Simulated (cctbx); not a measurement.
## From intensities to atoms

Cell a = 4.3780 Å, b = 4.3780 Å, c = 4.3780 Å, α = 90.00°, β = 90.00°, γ = 90.00°; space group Pm-3m (no. 221); content Dy1 Al3 C1.

The data are simulated with cctbx, not measured: Mo Kα, λ = 0.71073 Å, to d = 0.65 Å, 80 % of the full sphere, strongest reflection 5000 counts, noise from counting, a 6 % proportional error and a noise floor of 4 counts (s.d.); no absorption, and some extinction, which the refinements don't model.

Charge flipping in P1 on normalised amplitudes to 0.65 Å, δ = 1.1 σ, 10 % of the reflections treated as weak, 300 cycles:

```text
cycle      R  skewness
    0  0.426     0.30
   25  0.382     2.84
   50  0.340     5.15
   75  0.329     5.29
  100  0.340     6.16
  125  0.289     8.84
  150  0.239     7.72
  175  0.237     8.08
  200  0.243     8.11
  225  0.242     7.88
  250  0.229     8.11
  275  0.234     8.04
origin shift          correlation  skewness
 0.281  0.164  0.724      0.865      5.19
 0.052  0.419  0.416      0.830      0.24
 0.149  0.606  0.680      0.846      1.13
 0.285  0.660  0.224      0.834      2.44
taken: symmetry correlation 0.865, skewness 5.19
peak      x       y       z  mult  height/sigma
Q1    0.5000  0.5000  0.5000    1     20.2
Q2    0.0000  0.0000  0.5000    3      5.4
Q3    0.0000  0.0000  0.0000    1      1.9
Q4    0.1180  0.3241  0.3241   24      1.7
Q5    0.2648  0.5000  0.5000    6      1.5
Q6    0.3580  0.3580  0.3580    8      1.3
Q7    0.0000  0.3326  0.5000   12      0.8
Q8    0.1625  0.1625  0.1625    8      0.6
```

The origin is taken among those within 0.04 of the best correlation, by the skewness of the map.

Run time: 1.8 s on 1 thread of Arm Neoverse V2, on a shared host, peak memory 0.07 GiB.

**Question.** Which peaks are atoms, and which elements?

Heights go roughly as Z and multiplicities must add up to the content. First model: Q1 = Dy1 (1 in the cell, height 20.2), Q2 = Al1 (3 in the cell, height 5.4) and Q3 = C1 (1 in the cell, height 1.9). Against the true structure, Q1 is Dy, Q2 is Al and Q3 is C; the other peaks are not atoms.

Least squares on F², isotropic:

```text
Rint 0.055, 53 unique reflections to 0.65 A
cycle     R1     wR2    GooF  max shift (A)
   1  0.2003  0.4053  24.387   0.00000
   2  0.0071  0.0158   0.948   0.00000
final R1 0.0071 wR2 0.0158 GooF 0.948  parameters 3  data/parameter 17.7
atom        x        y        z      Ueq    occ   su(xyz)  su(Uiso or U11)
Dy1    0.50000  0.50000  0.50000   0.0025  1.000  0.00000  0.0001
Al1    0.00000  0.00000  0.50000   0.0106  1.000  0.00000  0.0002
C1     0.00000  0.00000  0.00000   0.0036  1.000  0.00000  0.0008
difference map: max 0.47 min -0.41 rms 0.12
Q1    0.0000  0.0000  0.2645    6    0.47  1.03 A from Al1
Q2    0.1926  0.1926  0.5000   12    0.29  1.19 A from Al1
Q3    0.0000  0.1798  0.5000   12    0.24  0.79 A from Al1
Q4    0.0000  0.4244  0.4244   12    0.24  1.89 A from Al1
Q5    0.1817  0.4184  0.4184   24    0.22  1.48 A from Dy1
```

Anisotropic refinement:

```text
Rint 0.055, 53 unique reflections to 0.65 A
cycle     R1     wR2    GooF  max shift (A)
   1  0.0100  0.0198   1.202   0.00000
   2  0.0071  0.0158   0.958   0.00000
final R1 0.0071 wR2 0.0158 GooF 0.958  parameters 4  data/parameter 13.2
atom        x        y        z      Ueq    occ   su(xyz)  su(Uiso or U11)
Dy1    0.50000  0.50000  0.50000   0.0025  1.000  0.00000  0.0001
Al1    0.00000  0.00000  0.50000   0.0106  1.000  0.00000  0.0003
C1     0.00000  0.00000  0.00000   0.0036  1.000  0.00000  0.0008
difference map: max 0.47 min -0.41 rms 0.12
Q1    0.0000  0.0000  0.2647    6    0.47  1.03 A from Al1
Q2    0.1926  0.1926  0.5000   12    0.29  1.19 A from Al1
Q3    0.0000  0.1795  0.5000   12    0.24  0.79 A from Al1
Q4    0.0000  0.4243  0.4243   12    0.24  1.89 A from Al1
Q5    0.1815  0.4184  0.4184   24    0.22  1.48 A from Dy1
Q6    0.1111  0.1111  0.2963   24    0.18  1.13 A from Al1
```

**Reading.** The refinement ends at R1 = 0.0071, wR2 = 0.0158, GooF = 0.96, with difference density between -0.41 and 0.47 e/Å³. Every site matches the true model in element, within 0.001 Å r.m.s., up to an allowed shift of origin.

True model:

| atom | mult. | x | y | z | Ueq (Å²) |
| --- | --- | --- | --- | --- | --- |
| Dy1 | 1 | 0 | 0 | 0 | 0.0028 |
| Al1 | 3 | 1/2 | 0 | 1/2 | 0.0104 |
| C1 | 1 | 1/2 | 1/2 | 1/2 | 0.0050 |

This is a model crystal, built by substitution and not relaxed, with assumed displacement parameters.

[Middle refinement cycles are left out of these outputs.]

[Logs are printed without paths, hosts, clocks, repeated set-up lines and the standing remarks that a program may print on its own settings, such as how far it seeks lower states.]
